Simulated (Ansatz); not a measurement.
Rows from a G0W0 calculation on Bi2Se3 (Guanajuatite) (Ansatz 0.2.0; G0W0 on r2SCAN, plane waves, PAW; 2×6×2 mesh, 747 empty bands, screening to 70 eV, hard PAW files), in eV. Spin-orbit coupling is left out.

| row | k | band | start | Σx | Σc at the solution | Vxc |
| --- | --- | --- | --- | --- | --- | --- |
| A | Γ | c1 | 10.979 | -10.332 | -2.664 | -13.190 |
| B | Γ | c2 | 11.399 | -10.156 | -3.108 | -13.514 |
| C | (-0.500, 0.000, 0.000) | v1 | 9.641 | -16.874 | 1.532 | -15.437 |
| D | Γ | v1 | 9.524 | -16.924 | 1.567 | -15.459 |
| E | Γ | v2 | 9.515 | -16.773 | 1.380 | -15.490 |
| F | (-0.500, 0.000, 0.000) | c1 | 11.271 | -10.434 | -3.012 | -13.703 |

Q: Give the quasiparticle energies and the shift of each level.

The quasiparticle equation reads E = start + Σx + Σc(E) − Vxc.

| row | E (eV) | shift (eV) |
| --- | --- | --- |
| A | 11.173 | +0.194 |
| B | 11.649 | +0.250 |
| C | 9.737 | +0.096 |
| D | 9.626 | +0.103 |
| E | 9.612 | +0.097 |
| F | 11.528 | +0.257 |

Limits: not at the basis limit; no spin-orbit coupling.

[Runs of the session that timed out or met a known fault of the program may be left out.]

[Cells called generated may have been cut or substituted from an entry of the Crystallography Open Database or the Materials Project.]

[Hosts, paths, dates, database ids (printed as entryN), source tags and the programs' standing remarks are cut or masked in the printed files.]
